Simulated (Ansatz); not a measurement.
**TaAgS3 (model cell, started as cubic perovskite with Ta in the octahedra): a soft mode frozen in**

Which phase does TaAgS3 (model cell, started as cubic perovskite with Ta in the octahedra) fall into along its unstable mode, and how much energy does it gain?

Method: DFT PBE, scalar-relativistic, plane waves, PAW; PAW set soft_1, in Ansatz 0.2.0.

The structure was built from a prototype and need not be the compound's stable phase.

### 1. Starting point

Symmetry: Pm-3m, No. 221, cubic system. Conventional cell: a = 4.811 Å, b = 4.811 Å, c = 4.811 Å, α = 90.00°, β = 90.00°, γ = 90.00°. Nearest to Ag lie 12 S at 3.40 Å. Nearest to Ta lie 6 S at 2.41 Å. Nearest to S lie 2 Ta at 2.41 Å. Farther neighbours and most contacts between anions are not listed.

Structure file:

```cif
data_structure
_symmetry_space_group_name_H-M 'P 1'
_symmetry_Int_Tables_number 1
_cell_length_a 4.8115
_cell_length_b 4.8115
_cell_length_c 4.8115
_cell_angle_alpha 90.000
_cell_angle_beta 90.000
_cell_angle_gamma 90.000
_cell_volume 111.39
loop_
_atom_site_label
_atom_site_type_symbol
_atom_site_fract_x
_atom_site_fract_y
_atom_site_fract_z
_atom_site_occupancy
Ag1 Ag 0.00000 0.00000 0.00000 1
Ta2 Ta 0.50000 0.50000 0.50000 1
S3 S 0.50000 0.50000 0.00000 1
S4 S 0.50000 0.00000 0.50000 1
S5 S 0.00000 0.50000 0.50000 1
```

### 2. The dispersion

The cell comes from relaxations at this level that are not shown. Stability and thermal properties need the whole zone. Linear response on a 2×2×2 q mesh gives force constants as far as a supercell of that size would.

input.yaml reads:

```yaml
crystal:
  lattice:
    - [4.8114923399, 0.0, 0.0]
    - [0.0, 4.8114923399, 0.0]
    - [0.0, 0.0, 4.8114923399]
  atoms:
    - { symbol: Ag, position: [0.0, 0.0, 0.0] }
    - { symbol: Ta, position: [0.5, 0.5, 0.5] }
    - { symbol: S, position: [0.5, 0.5, 0.0] }
    - { symbol: S, position: [0.5, 0.0, 0.5] }
    - { symbol: S, position: [0.0, 0.5, 0.5] }
kpoints:
  mp_grid: { grid: [8, 8, 8] }
hamiltonian:
  xc: pbe
  pseudopotentials: { kind: paw, azcp: { folder: soft_1 } }
scf:
  occupations: { method: methfessel_paxton, width: 0.2 }
output:
  eigenvalues: true
phonons:
  method: dfpt
  qmesh: [2, 2, 2]
  temperatures: { t_max: 1000, t_step: 50 }
  qpath:
    path:
      - [[0.0, 0.0, 0.0], [0.0, 0.5, 0.0], [0.5, 0.5, 0.0], [0.0, 0.0, 0.0], [0.5, 0.5, 0.5], [0.0, 0.5, 0.0]]
      - [[0.5, 0.5, 0.5], [0.5, 0.5, 0.0]]
    npoints: 10
```

Started as:

```bash
$ ansatz run input.yaml --threads 4 --pin off --max-ram 16384MiB --backend cpu --events-out ev --progress --plain --runs-dir out
```

Numbers of over 12 decimals in the logs are rounded to 6 here.

Log:

```text
Engine: ansatz 0.2.0, aarch64-unknown-linux-gnu
Pseudopotentials: kind: paw
Pseudopotential: Ag, paw, valence charge 19, recommended cutoff 420 eV (normal), soft_1/Ag.paw.azcp
Pseudopotential: Ta, paw, valence charge 13, recommended cutoff 420 eV (normal), soft_1/Ta.paw.azcp
Pseudopotential: S, paw, valence charge 6, recommended cutoff 420 eV (normal), soft_1/S.paw.azcp
Functional definition: PBE
  parameter kappa = 0.804
  parameter beta = 0.066725
  exchange = pbe_x(kappa = kappa, mu = beta*pi^2/3)
  correlation = pbe_c(beta = beta)
Crystal: 5 atoms, lattice volume = 111.388 Å³
Basis set: ecut = 420 eV, 2109 PW (Γ), exchange–correlation on 72×72×72 points (8 copies of the dense FFT grid, shifted against one another)
Bands: 30, of which v1, the nominal top of the filled ones, is band 25 counted from 1 (24 counted from 0)
Symmetry: 48 space group operations
k-points: 35 of 512
Non-local potential: Ag, projectors of the file, l = 0: 3, l = 1: 2, l = 2: 2, l = 3: 1
Non-local potential: Ta, projectors of the file, l = 0: 3, l = 1: 2, l = 2: 2, l = 3: 1
Non-local potential: S, projectors of the file, l = 0: 2, l = 1: 2, l = 2: 1
PAW form: soft (Blöchl's): semilocal exchange-correlation on the pseudo side does not see the compensation charge
PAW one-centre angular grid: Ag, 590 points (default); XC on 64 Gauss nodes
PAW one-centre angular grid: Ta, 590 points (default); XC on 64 Gauss nodes
PAW one-centre angular grid: S, 110 points (default); XC on 64 Gauss nodes
Initial density: superposition of atomic densities (chi_scale 0.1, normalization cell, long waves kept (reshape's long-wave potential 0.00 eV rms))
Initial wavefunctions: pseudopotential atomic-orbital guess
Functional: x = pbe(κ = 0.804, μ = 0.219515), c = pbe(β = 0.066725)
SCF iter   1: F=—  HF=-20231.701091 eV  |F-HF|=—  |Δ(HF+E_count)|=         —  Δρ=2.83e-2  dr2=1.30e0  ethr=3.10e-3  ⟨swp⟩=6.5  Hψ=4636  notcnv=0
preconditioner: auto → Kerker (q_TF=auto, 2.387 Å⁻¹)  [metal: Δε(μ)=0.075 eV  Ē_g=6.610 eV  σ=0.200 eV  W_gap=0.31  n_scr=26 (ndim 8)  ℏωp=20.5 eV  f_vac=0.000  D(μ)=3.04/eV (n_scr^D=18)]
SCF iter   2: F=—  HF=-20231.482997 eV  |F-HF|=—  |Δ(HF+E_count)|=   2.18e-1  S|Δr|=    0.00e0  Δρ=1.77e-2  dr2=6.37e-1  ethr=2.59e-3  ⟨swp⟩=1.3  Hψ=1342  notcnv=0
SCF iter   3: F=—  HF=-20231.299344 eV  |F-HF|=—  |Δ(HF+E_count)|=   1.84e-1  S|Δr|=    0.00e0  Δρ=6.11e-3  dr2=6.61e-2  ethr=1.27e-3  ⟨swp⟩=2.1  Hψ=1679  notcnv=0  defer=1
SCF iter   4: F=—  HF=-20231.282904 eV  |F-HF|=—  |Δ(HF+E_count)|=   1.64e-2  S|Δr|=    0.00e0  Δρ=2.34e-3  dr2=1.37e-2  ethr=1.32e-4  ⟨swp⟩=2.0  Hψ=2040  notcnv=0  defer=7
SCF iter   5: F=—  HF=-20231.280881 eV  |F-HF|=—  |Δ(HF+E_count)|=   2.02e-3  S|Δr|=    0.00e0  Δρ=6.45e-4  dr2=9.35e-4  ethr=2.75e-5  ⟨swp⟩=2.0  Hψ=1422  notcnv=0  defer=7
SCF iter   6: F=—  HF=-20231.281009 eV  |F-HF|=—  |Δ(HF+E_count)|=   1.28e-4  S|Δr|=    0.00e0  Δρ=1.45e-4  dr2=1.80e-5  ethr=1.87e-6  ⟨swp⟩=2.0  Hψ=1533  notcnv=0  defer=7
SCF iter   7: F=—  HF=-20231.281020 eV  |F-HF|=—  |Δ(HF+E_count)|=   1.03e-5  S|Δr|=    0.00e0  Δρ=2.64e-5  dr2=6.61e-7  ethr=3.61e-8  ⟨swp⟩=2.0  Hψ=1620  notcnv=0  defer=7
SCF iter   8: F=—  HF=-20231.281025 eV  |F-HF|=—  |Δ(HF+E_count)|=   5.08e-6  S|Δr|=    0.00e0  Δρ=6.83e-6  dr2=6.13e-8  ethr=1.32e-9  ⟨swp⟩=2.0  Hψ=1655  notcnv=0  defer=7
SCF iter   9: F=—  HF=-20231.281025 eV  |F-HF|=—  |Δ(HF+E_count)|=   7.92e-8  S|Δr|=    0.00e0  Δρ=1.73e-6  dr2=4.41e-9  ethr=1.23e-10  ⟨swp⟩=2.0  Hψ=1567  notcnv=0  defer=7
SCF iter  10: F=—  HF=-20231.281025 eV  |F-HF|=—  |Δ(HF+E_count)|=   6.06e-9  S|Δr|=    0.00e0  Δρ=5.05e-7  dr2=3.34e-10  ethr=8.82e-12  ⟨swp⟩=2.0  Hψ=1624  notcnv=0  defer=7
[...]
SCF iter  12: F=-20231.281025 eV  HF=-20231.281025 eV  |F-HF|=3.64e-12  |Δ(HF+E_count)|=  7.28e-12  S|Δr|=    0.00e0  Δρ=2.65e-8  dr2=6.63e-13  ethr=1.00e-12  ⟨swp⟩=8.8  Hψ=5362  notcnv=0
SCF 1 converged in 12 iterations: F = -20231.281025 eV  dr2 = 6.63e-13
  greatest PAW one-centre occupation: 1.001 electrons in one spin orbital (limit 2), on the Ag atom at site 0 (counted from 0), in its partial waves of l = 0
Initial density: read from a saved state, or passed on in memory by an earlier SCF of this step, an earlier step, the calling program or the single point that the run made first
iter 1 solved again at ethr=1.47e-6 eV; its pass at ethr=3.10e-3 eV (dr2=7.36e-4 eV) is discarded
SCF iter   1: F=—  HF=-20231.281018 eV  |F-HF|=—  |Δ(HF+E_count)|=         —  Δρ=1.50e-6  dr2=2.09e-9  ethr=1.47e-6  ⟨swp⟩=3.1  Hψ=7433  notcnv=0
eigensolver tolerance schedule: the retry pair's looser diagonalisation over-reported the residual by 352686.79 of it (diagonalisation noise at an unbounded share of the residual, at the tolerance the schedule requests for it); recorded, not acted on — ethr = c·dr2/N_el stays at c = 1.0e-1
preconditioner: auto → Kerker (q_TF=auto, 2.387 Å⁻¹)  [metal: Δε(μ)=0.116 eV  Ē_g=6.792 eV  σ=0.200 eV  W_gap=0.45  n_scr=26 (ndim 8)  ℏωp=20.5 eV  f_vac=0.007  D(μ)=1.49/eV (n_scr^D=6)]
SCF iter   2: F=—  HF=-20231.281025 eV  |F-HF|=—  |Δ(HF+E_count)|=   6.43e-6  S|Δr|=    0.00e0  Δρ=6.82e-7  dr2=3.71e-10  ethr=4.17e-12  ⟨swp⟩=5.1  Hψ=3450  notcnv=0
SCF iter   3: F=—  HF=-20231.281025 eV  |F-HF|=—  |Δ(HF+E_count)|=  6.91e-11  S|Δr|=    0.00e0  Δρ=4.52e-7  dr2=1.70e-10  ethr=1.00e-12  ⟨swp⟩=1.1  Hψ=1054  notcnv=0
SCF iter   4: F=—  HF=-20231.281025 eV  |F-HF|=—  |Δ(HF+E_count)|=  2.91e-11  S|Δr|=    0.00e0  Δρ=2.97e-7  dr2=7.80e-11  ethr=1.00e-12  ⟨swp⟩=1.0  Hψ=1050  notcnv=0
SCF iter   5: F=—  HF=-20231.281025 eV  |F-HF|=—  |Δ(HF+E_count)|=  3.64e-12  S|Δr|=    0.00e0  Δρ=2.01e-7  dr2=3.73e-11  ethr=1.00e-12  ⟨swp⟩=1.0  Hψ=1050  notcnv=0
SCF iter   6: F=—  HF=-20231.281025 eV  |F-HF|=—  |Δ(HF+E_count)|=    0.00e0  S|Δr|=    0.00e0  Δρ=1.62e-7  dr2=2.43e-11  ethr=1.00e-12  ⟨swp⟩=1.0  Hψ=1050  notcnv=0
SCF iter   7: F=—  HF=-20231.281025 eV  |F-HF|=—  |Δ(HF+E_count)|=  7.28e-12  S|Δr|=    0.00e0  Δρ=1.41e-7  dr2=1.85e-11  ethr=1.00e-12  ⟨swp⟩=1.0  Hψ=1050  notcnv=0
SCF iter   8: F=-20231.281025 eV  HF=-20231.281025 eV  |F-HF|=1.09e-11  |Δ(HF+E_count)|=    0.00e0  S|Δr|=    0.00e0  Δρ=7.75e-8  dr2=5.69e-12  ethr=1.00e-12  ⟨swp⟩=1.9  Hψ=2369  notcnv=0
SCF 2 converged in 8 iterations: F = -20231.281025 eV  dr2 = 5.69e-12
phonons: the bands overlap, so this run is a metal and interpolates without the dipole-dipole term. If the crystal is really an insulator or semiconductor, its LO-TO splitting is missing
NSCF: frozen V_eff on 35 k-points
WARN: eigensolver did not converge (k=31): 1 band(s) unlocked after 20 sweeps at ethr=1.30e-12 eV (storage-precision floor; scheduled 1.00e-12 eV) (lowest unlocked band 29, counted from 0; max residual 5.75e-4 eV among the unlocked bands, 5.75e-4 eV over every band; other slots of this pass that fall short are told together in one closing line; warning suppressed until the next SCF loop or pass starts)
WARN: eigensolver did not converge in 4 slots of this pass, the one above among them; of largest residual over every band (k=31): 1 band(s) unlocked (lowest unlocked band 29, counted from 0; max residual 5.75e-4 eV among the unlocked bands, 5.75e-4 eV over every band); of lowest unlocked band (k=31): band 29
NSCF: frozen V_eff on 125 k-points
DFPT response loops at q = (0, 0, 0) (fractional): preconditioner auto → Kerker (q_TF=auto, 2.387 Å⁻¹) (partly filled bands, converged f_vac=0.007); β = 1.00, the filter's whole step (`scf.mixing.beta` (0.50) is not read by the response loops under this deck's `scf.mixing.preconditioner`; to damp them name `kerker` or `kerker_dos`, under which they read `scf.mixing.beta`, and type it under 1.00, their step now; both keys bind the ground state too); Broyden in place of MSR1
NSCF: frozen V_eff on 250 k-points
DFPT response loops at q = (0, 0, -0.5) (fractional): mixed as the last ones told, above
NSCF: frozen V_eff on 250 k-points
DFPT response loops at q = (0, -0.5, -0.5) (fractional): mixed as the last ones told, above
NSCF: frozen V_eff on 250 k-points
DFPT response loops at q = (-0.5, -0.5, -0.5) (fractional): mixed as the last ones told, above
SCF converged after 12 iterations
Stability not checked: this state was not tested for a lower state beside it, because cold or Methfessel-Paxton smearing, or corrected tetrahedra, fill the levels in a way that the test cannot read (fill_not_monotonic; see scf.lower_state_search)
Free energy (F): -20231.281025 eV
Harris-Foulkes:  -20231.281025 eV  (|F-HF|=3.64e-12)
Internal energy: -20231.286938 eV  (E = F + TS)
E sigma→0 (E₀):  -20231.282503 eV
Entropy (-TS):   0.005914 eV (1.183 meV/atom)
Fermi energy:    8.179070 eV
Step filling:    the computed levels leave a gap of 0.1165 eV = 0.6 smearing widths at the electron count; against every level under it full and every level over it empty, smearing changes F+E_penalty+E_count by +4.186 meV and its σ→0 estimate by +2.708 meV
--- Per-component energies (eV) ---
  E_band       = -612.088164
  E_kinetic    = 1174.437612
  E_local      = -4496.748274  (includes V_loc(G=0)·N_el)
  E_nonlocal   = 127.335113
  E_hartree    = 1948.078180
  E_xc         = -742.281385
  E_vxc        = -676.468337  (∫ρ·V_xc dr)
  E_paw        = -14088.878197  (= ΣΔE_a)
  E_vpaw       = -636.801055  (= ΣTr[D̂ρ^β])
  E_aug_tail   = 0.000481  (compensation charges beyond the density's cutoff)
  E_ewald      = -4153.230469
  E_smearing   = 0.005914  (= −TS)
  E_closure    = -0.000000  (closes the sum)
  Σ components = -20231.281025   (vs F -20231.281025, Δ=0.00e0)
--- Band table (eV; the first three rows and the last of 35) ---
  k-point 0: bands = [... 21 lower, 6.8591, 7.3723, 7.3723, 7.3723, 7.6327, 7.6327, 7.6327, 8.3001, ... 1 higher]
  k-point 1: bands = [... 21 lower, 6.7163, 6.8643, 7.2226, 7.2226, 7.6306, 8.3502, 8.3502, 8.6396, ... 1 higher]
  k-point 2: bands = [... 21 lower, 5.9211, 6.8759, 7.2917, 7.2917, 7.6256, 9.3020, 9.3020, 9.3745, ... 1 higher]
  k-point 34: bands = [... 21 lower, 4.9807, 8.2131, 8.2131, 8.2131, 8.3033, 10.8668, 10.8668, 10.8668, ... 1 higher]
--- Phonons (Γ-DFPT): 4 representative perturbations + reference (Σ response iterations 12) ---
  ASR residual: 3.377e-5 → 0.000e0 eV/Å²; symmetrization residual: 7.386e-6 eV/Å²
  ASR residual per site (eV/Å²): 3.38e-5 9.88e-6 1.82e-5 1.82e-5 1.82e-5
  Γ frequencies (cm⁻¹): -127.20 -127.20 -127.20 -86.08 -86.08 -86.08 -35.23 -35.23 -35.23 0.00 0.00 0.00 338.74 338.74 338.74
--- Phonons (arbitrary-q DFPT): 4 irreducible q on the 2×2×2 mesh ---
  q = [0.0000, 0.0000, 0.0000] (star 1, of the zone-centre solve; hermiticity 1.36e-6, symmetrization 6.41e-12): -127.20 -127.20 -127.20 -86.08 -86.08 -86.08 -35.23 -35.23 -35.23 -0.00 -0.00 -0.00 338.74 338.74 338.74
  q = [0.0000, 0.0000, -0.5000] (star 3, 9 solved perturbations in 975 linear systems a pass and spin channel, the states on 125 of 512 k-point pairs; hermiticity 9.56e-7, symmetrization 2.34e-12): -97.43 -59.94 -59.94 -55.60 -55.60 -37.99 -36.02 -36.02 107.58 107.58 108.68 183.38 334.28 334.28 440.89
  q = [0.0000, -0.5000, -0.5000] (star 3, 9 solved perturbations in 975 linear systems a pass and spin channel, the states on 125 of 512 k-point pairs; hermiticity 1.09e-6, symmetrization 1.28e-13): -181.02 -55.68 -55.68 -48.78 -44.29 93.30 93.30 107.62 107.62 172.47 172.47 183.17 192.19 330.89 476.61
  q = [-0.5000, -0.5000, -0.5000] (star 1, 4 solved perturbations in 350 linear systems a pass and spin channel, the states on 125 of 512 k-point pairs; hermiticity 8.17e-7, symmetrization 5.75e-12): -173.60 -173.60 -173.60 -138.34 -138.34 -53.37 -53.37 -53.37 159.92 159.92 159.92 192.36 192.36 192.36 501.81
  sum rule: each row above includes the acoustic sum rule's correction from the zone centre's row sums; it moved no ω² by more than (0.39 cm⁻¹)²
  mesh force constants: q→R imaginary residual 3.25e-18; ASR residual 3.377e-5 → 0.000e0 eV/Å²; symmetrization residual 1.066e-14 eV/Å²
  interpolated dispersion: 62 rows × 15 modes
  density of states and harmonic sums: on the 14×14×14 q-mesh, interpolated from the force constants of a 2×2×2 supercell (no non-analytic term)
  largest difference from the sums on the solved wave vectors: F 3.15e-1 eV, S 4.22e-4 and C_V 1.08e-4 eV/K
  zero-point energy: 0.104825 eV/cell   skipped modes (ω ≤ 0): 759, of them read as no rigid motion or as one in doubt: 756 (6.137e0 modes/cell left out, lowest -181.02 cm⁻¹)   left out of the sums: 4.09e-1 of the cell's modes: C_V's classical limit lies that fraction below 3 k_B per atom; for a crystal, a wire or a layer, F and S can be off by more, and a phonons.interpolated_qmesh denser along its periods is the remedy for the sampling
```

It took 4.5 min on 4 threads of Arm Neoverse V1, shared host; peak memory 1.3 GiB; 17 min of CPU time.

In the SCF lines HF is the Harris–Foulkes energy and dr2 the Hartree energy of the density residual, in eV; the loop may stop once dr2 is under the threshold and the program's other checks hold. Hψ counts applications of the Hamiltonian.

This step gave:

```yaml
volume_per_atom: 22.28 Å³
gap_on_the_k_mesh: 0 eV
sum_rule_residual_before_enforcement: 3.38e-5 eV/Å²
lowest_frequency_on_the_path: -181.0 cm⁻¹
point_group: m-3m
highest_frequency_on_the_path_or_at_a_solved_wavevector: 501.8 cm⁻¹
highest_optical_mode_at_the_zone_centre_no_lo_to_term: 338.7 cm⁻¹
lowest_optical_zone_centre_mode: -127.2 cm⁻¹
lowest_mode_on_the_q_mesh_acoustic_modes_at_gamma_apart: -181.0 cm⁻¹
```

Frequencies (cm⁻¹) solved at each irreducible wavevector; negative means imaginary. Frequencies by wavevector, by row:

| q in reciprocal lattice units | star | mode 1 | mode 2 | mode 3 | mode 4 | mode 13 | mode 14 | mode 15 |
| --- | --- | --- | --- | --- | --- | --- | --- | --- |
| 0 0 0 | 1 | -127.2 | -127.2 | -127.2 | -86.1 | 338.7 | 338.7 | 338.7 |
| 0 0 -0.5 | 3 | -97.4 | -59.9 | -59.9 | -55.6 | 334.3 | 334.3 | 440.9 |
| 0 -0.5 -0.5 | 3 | -181 | -55.7 | -55.7 | -48.8 | 192.2 | 330.9 | 476.6 |
| -0.5 -0.5 -0.5 | 1 | -173.6 | -173.6 | -173.6 | -138.3 | 192.4 | 192.4 | 501.8 |

Interpolated from a 2×2×2 q mesh. Phonon branches along the path, in cm⁻¹:

| point | branch 1 | branch 2 | branch 3 | branch 4 | branch 12 | branch 13 | branch 14 | branch 15 |
| --- | --- | --- | --- | --- | --- | --- | --- | --- |
| Γ | -127 | -127 | -127 | -86 | 0 | 339 | 339 | 339 |
| halfway | -113 | -94 | -94 | -64 | 124 | 337 | 337 | 389 |
| X | -97 | -60 | -60 | -56 | 183 | 334 | 334 | 441 |
| halfway | -147 | -56 | -52 | -51 | 192 | 270 | 333 | 461 |
| M | -181 | -56 | -56 | -49 | 183 | 192 | 331 | 477 |
| halfway | -135 | -60 | -58 | -55 | 158 | 302 | 335 | 428 |
| Γ | -127 | -127 | -127 | -86 | 0 | 339 | 339 | 339 |
| halfway | -135 | -111 | -111 | -52 | 172 | 279 | 279 | 461 |
| R | -174 | -174 | -174 | -138 | 192 | 192 | 192 | 502 |
| halfway | -148 | -121 | -112 | -53 | 196 | 226 | 251 | 484 |
| X | -97 | -60 | -60 | -56 | 183 | 334 | 334 | 441 |
| jump to R | -174 | -174 | -174 | -138 | 192 | 192 | 192 | 502 |
| halfway | -177 | -127 | -127 | -53 | 185 | 192 | 204 | 496 |
| M | -181 | -56 | -56 | -49 | 183 | 192 | 331 | 477 |

Symmetry leaves 4 wavevectors to solve. The lowest mode among them, the acoustic zeros apart, lies at q = (0, -0.5, -0.5) and is imaginary, 181.0i cm⁻¹, so the energy falls along it.

### 3. The mode frozen in, largest atomic shift 0 Å

The mode followed lies at q = (-0.5, -0.5, -0.5) with frequency 173.6i cm⁻¹ and is 3-fold degenerate, one of the unstable modes though not the softest. At small amplitude the distorted cell has space group no. 140 by a symmetry search on the positions. The undistorted cell that holds it gives the zero of energy on the same k mesh.

System of this step: TaAgS3 (model cell, started as cubic perovskite with Ta in the octahedra). It takes space group Pm-3m (No. 221, cubic). The conventional cell has a = 4.811 Å, b = 4.811 Å, c = 4.811 Å, α = 90.00°, β = 90.00°, γ = 90.00°. Ag has 12 S at 3.40 Å nearest. Nearest to Ta lie 6 S at 2.41 Å. Nearest to S lie 2 Ta at 2.41 Å. Farther neighbours and most contacts between anions are not listed.

input.yaml, the sections that differ from step 2:

```yaml
crystal:
  lattice:
    - [4.8114923399, 4.8114923399, 0.0]
    - [4.8114923399, 0.0, 4.8114923399]
    - [4.8114923399, 0.0, -4.8114923399]
  atoms:
    - { symbol: Ag, position: [0.0, 0.5, 0.5] }
    - { symbol: Ag, position: [0.0, 0.0, 0.0] }
    - { symbol: Ta, position: [0.5, 0.25, 0.75] }
    - { symbol: Ta, position: [0.5, 0.75, 0.25] }
    - { symbol: S, position: [0.5, 0.0, 1.0] }
    - { symbol: S, position: [0.5, 0.5, 0.5] }
    - { symbol: S, position: [0.0, 0.0, 0.5] }
    - { symbol: S, position: [0.0, 0.5, 1.0] }
    - { symbol: S, position: [0.5, 0.5, 1.0] }
    - { symbol: S, position: [0.5, 0.0, 0.5] }
output:
  forces: true
  stress: true
  eigenvalues: true
# kpoints, hamiltonian, scf: as in step 2
# phonons: removed
```

Log:

```text
[...]
Crystal: 10 atoms, lattice volume = 222.777 Å³
Basis set: ecut = 420 eV, 4285 PW (Γ), exchange–correlation on 96×96×96 points (8 copies of the dense FFT grid, shifted against one another)
Bands: 60, of which v1, the nominal top of the filled ones, is band 50 counted from 1 (49 counted from 0)
Symmetry: 96 space group operations
[...]
k-points: 29 of 512
[...]
k-point 0: bands = [... 46 lower, 7.3672, 7.6654, 7.6654, 7.6654, 8.1992, 8.1992, 8.1992, 8.2947, ... 6 higher]
  k-point 1: bands = [... 46 lower, 7.1918, 7.9765, 8.0607, 8.0607, 8.1147, 8.1147, 8.1323, 8.4319, ... 6 higher]
  k-point 2: bands = [... 46 lower, 7.0672, 7.8911, 7.8911, 7.9516, 8.2194, 8.6494, 8.6494, 8.7790, ... 6 higher]
  k-point 28: bands = [... 46 lower, 6.5069, 6.5069, 7.5373, 7.5373, 9.3922, 9.3922, 9.8800, 9.8800, ... 6 higher]
[key lines of the parts left out:]
SCF converged after 9 iterations
Free energy (F): -40462.559843 eV
Fermi energy:    8.127079 eV
P = ⅓ Tr σ = -0.0903 GPa (-0.903 kbar)
```

The job ended after 6.7 s (4 threads; peak memory 0.78 GiB).

Numbers from this step:

| Property | Result |
| --- | --- |
| pressure | -0.09026 GPa |
| energy from the undistorted cell | 0 meV/atom |

The run ends at a pressure of -0.09 GPa.

(Part 1 of 3 ends here.)

[Logs are printed without paths, hosts, clocks, repeated set-up lines and the standing remarks that a program may print on its own settings, such as how far it seeks lower states.]

[Hosts, paths, dates, database ids (printed as entryN), source tags and the programs' standing remarks are cut or masked in the printed files.]
